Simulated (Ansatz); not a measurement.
**Liquid (Cs,Rb)(F) at 1100 K: how far the plane-wave cutoff must go**

A convergence test: the same geometry at several values of the plane-wave cutoff.

Program: Ansatz 0.2.0. Level of theory: Kohn-Sham DFT, PBE, PAW, plane waves. Results are calculated unless marked as measured.

## 1. Starting point

The cell holds 78 atoms: 20 Cs, 19 Rb and 39 F. Its edges and angles: a = 13.773 Å, b = 13.773 Å, c = 13.773 Å, α = 90.0°, β = 90.0°, γ = 90.0°. 78 atoms (20 Cs, 19 Rb, 39 F) placed at random at 3.13 g/cm^3, melted at 1600 K for 10 ps at fixed volume with the Lennard-Jones and Coulomb ion parameters for SPC/E (Joung and Cheatham, J. Phys. Chem. B 112, 9020 (2008)), full charges. Snapshot at the end of a hold of 15 ps at 1100 K and zero pressure.

## 2. Script and output

The structure comes from a classical simulation and is read from a file. Only Γ is sampled; the cell is 13.7 Å or more across in its periodic directions. Occupations are fixed because a gap is expected. The highest cutoff serves as the reference; forces are the test that matters for later relaxations, while absolute energies converge more slowly and partly cancel in differences.

Input file POSCAR:

```
Cs20Rb19F39
1.0
  13.7728 0.0000 0.0000
  0.0000 13.7728 0.0000
  0.0000 0.0000 13.7728
Cs F Rb
20 39 19
Direct
  0.46524 0.35703 0.40198
  0.44854 0.04649 0.63572
  0.31076 0.09107 0.37672
  0.95529 0.36988 0.66764
  0.37354 0.72998 0.65527
  0.63463 0.58742 0.15227
  0.82627 0.81130 0.35690
  0.85970 0.97535 0.69156
  0.21721 0.84584 0.82417
  0.03891 0.63154 0.94711
  0.10458 0.25481 0.23015
  0.51373 0.34567 0.12994
  0.79919 0.42556 0.37223
  0.76128 0.24757 0.78194
  0.82303 0.83589 0.00462
  0.06161 0.12317 0.93249
  0.24809 0.22260 0.73055
  0.00179 0.97535 0.21266
  0.18514 0.53444 0.75900
  0.66788 0.67450 0.52116
  0.79102 0.97487 0.26655
  0.61941 0.43543 0.50503
  0.55303 0.68018 0.68022
  0.11865 0.33539 0.56258
  0.97822 0.56927 0.72990
  0.41062 0.23334 0.53898
  0.70334 0.37242 0.18571
  0.13179 0.92519 0.97887
  0.43540 0.86225 0.85837
  0.16973 0.66268 0.26232
  0.35381 0.94033 0.20357
  0.64624 0.77381 0.98002
  0.07785 0.46171 0.02354
  0.86379 0.19588 0.58911
  0.59433 0.17726 0.03059
  0.82908 0.81658 0.79532
  0.11792 0.07407 0.33205
  0.97811 0.97103 0.49136
  0.34024 0.56359 0.55421
  0.94201 0.24803 0.82910
  0.61543 0.11233 0.69806
  0.83334 0.63023 0.40147
  0.13858 0.76386 0.59893
  0.20674 0.03841 0.66604
  0.47539 0.48799 0.00357
  0.65499 0.43060 0.77491
  0.83962 0.59872 0.04194
  0.43402 0.50170 0.25056
  0.26474 0.64650 0.87908
  0.99146 0.40087 0.29935
  0.31098 0.36408 0.82064
  0.62469 0.14608 0.38506
  0.97975 0.80096 0.14020
  0.59044 0.72428 0.28838
  0.26667 0.16691 0.92235
  0.93866 0.17103 0.10420
  0.37438 0.90926 0.51460
  0.73648 0.89165 0.53761
  0.29671 0.27522 0.28366
  0.27511 0.40061 0.01563
  0.72357 0.63400 0.86270
  0.20057 0.82519 0.13032
  0.72987 0.14857 0.16032
  0.06764 0.15569 0.52432
  0.41968 0.66597 0.34890
  0.20850 0.45593 0.41452
  0.57731 0.96281 0.30626
  0.87529 0.38307 0.04040
  0.00392 0.58195 0.21109
  0.34208 0.99503 0.99065
  0.60859 0.24582 0.55599
  0.62104 0.84884 0.77791
  0.44577 0.67907 0.96230
  0.16324 0.89702 0.46468
  0.96272 0.67333 0.58259
  0.79826 0.05215 0.45426
  0.50710 0.49591 0.63620
  0.49316 0.28550 0.88210
```

Input file converge.py:

```python
import time
import warnings
import numpy as np
from ase.io import read
import ansatz as az

warnings.simplefilter("ignore", az.DeckWarning)
atoms = read("POSCAR")
print(atoms.get_chemical_formula(), "-", len(atoms), "atoms; cell", atoms.cell.cellpar().round(3))

base = (
    az.Crystal.from_ase(atoms)
    .calculation()
    .functional("pbe")
    .kpoints(1, 1, 1)
    .occupations("fixed")
    .forces()
    .band_table()
)

def gap_of(report):
    e = np.concatenate(report["eigenvalues_ev"]); f = np.concatenate(report["occupations"])
    f = f / f.max()  # a half-filled level counts on both sides, so the gap is then zero
    return e[f > 0.3].max(), e[f < 0.7].min()

rows = []
for cutoff in [180, 260, 340, 420, 550]:
    start = time.time()
    try:
        r = base.basis(cutoff).run(threads=4).report
    except az.AnsatzError as error:
        print(cutoff, 'failed:', str(error)[:110])
        continue
    homo, lumo = gap_of(r)
    rows.append((cutoff, r['free_energy_ev'] / len(atoms), np.array(r['forces_ev_ang']), max(lumo - homo, 0), np.nan, r['n_iterations'], time.time() - start))
    print(cutoff, f"F = {r['free_energy_ev']:.4f} eV, {r['n_iterations']} iterations, {time.time() - start:.0f} s", flush=True)

ref = rows[-1]
scale = np.sqrt(np.mean(ref[2] ** 2))
print(f"r.m.s. force of the reference: {scale:.3f} eV/A")
print("  cutoff  dE (meV/atom)  dF rms (meV/A)  dF (%)  gap (eV)  iter  time (s)")
for name, e, f, gap, p, n, t in rows:
    df = np.sqrt(np.mean((f - ref[2]) ** 2))
    print(f"{str(name):>8s} {1000 * (e - ref[1]):14.2f} {1000 * df:15.2f} {100 * df / scale:7.2f} {gap:9.3f} {n:5d} {t:9.1f}")
```

Started as:

```
python converge.py
```

Output:

```text
Cs20F39Rb19 - 78 atoms; cell [13.773 13.773 13.773 90.    90.    90.   ]
180 F = -206421.1800 eV, 11 iterations, 15 s
260 F = -207017.5478 eV, 11 iterations, 20 s
340 F = -207097.1235 eV, 9 iterations, 23 s
420 F = -207103.5910 eV, 9 iterations, 28 s
550 F = -207103.7921 eV, 9 iterations, 41 s
r.m.s. force of the reference: 0.334 eV/A
  cutoff  dE (meV/atom)  dF rms (meV/A)  dF (%)  gap (eV)  iter  time (s)
     180        8751.44           78.01   23.32     3.494    11      15.3
     260        1105.70           19.66    5.88     3.279    11      20.5
     340          85.49            2.96    0.89     3.257     9      22.8
     420           2.58            0.19    0.06     3.255     9      27.6
     550           0.00            0.00    0.00     3.255     9      41.4
```

Elapsed: 2.1 min, on 4 threads of Arm Neoverse V1, shared host; peak memory 4.3 GiB.

## 3. Summary of results

| Property | Result |
| --- | --- |
| reference run | 550, 41 s |
| r.m.s. force component of the reference | 0.334 eV/Å |
| largest r.m.s. force difference | 78.0 meV/Å (180) |
| smallest r.m.s. force difference | 0.189 meV/Å (420) |
| energy differences | 2.58 to 8751 meV/atom |
| gap on the mesh | 3.26 eV (420) to 3.49 eV (180) |

**Reading.** The cheapest setting whose forces lie within 1 % of the reference is 340 eV, at 0.55 times the reference's time. Local and semilocal functionals put gaps too low. In a disordered, unrelaxed cell the gap can be set by levels on strained bonds. Notices that the program raised in these runs, those on memory apart (the script silences some of them): cutoff below recommended. The cell is one small sample, a snapshot of a classical melt.

[Logs are printed without paths, hosts, clocks, repeated set-up lines and the standing remarks that a program may print on its own settings, such as how far it seeks lower states.]

[Hosts, paths, dates, database ids (printed as entryN), source tags and the programs' standing remarks are cut or masked in the printed files.]

[Scripts of this kind were picked in part by their result: those with far moves, changed bonds, near-zero gaps or large misses at database cells are mostly left out.]
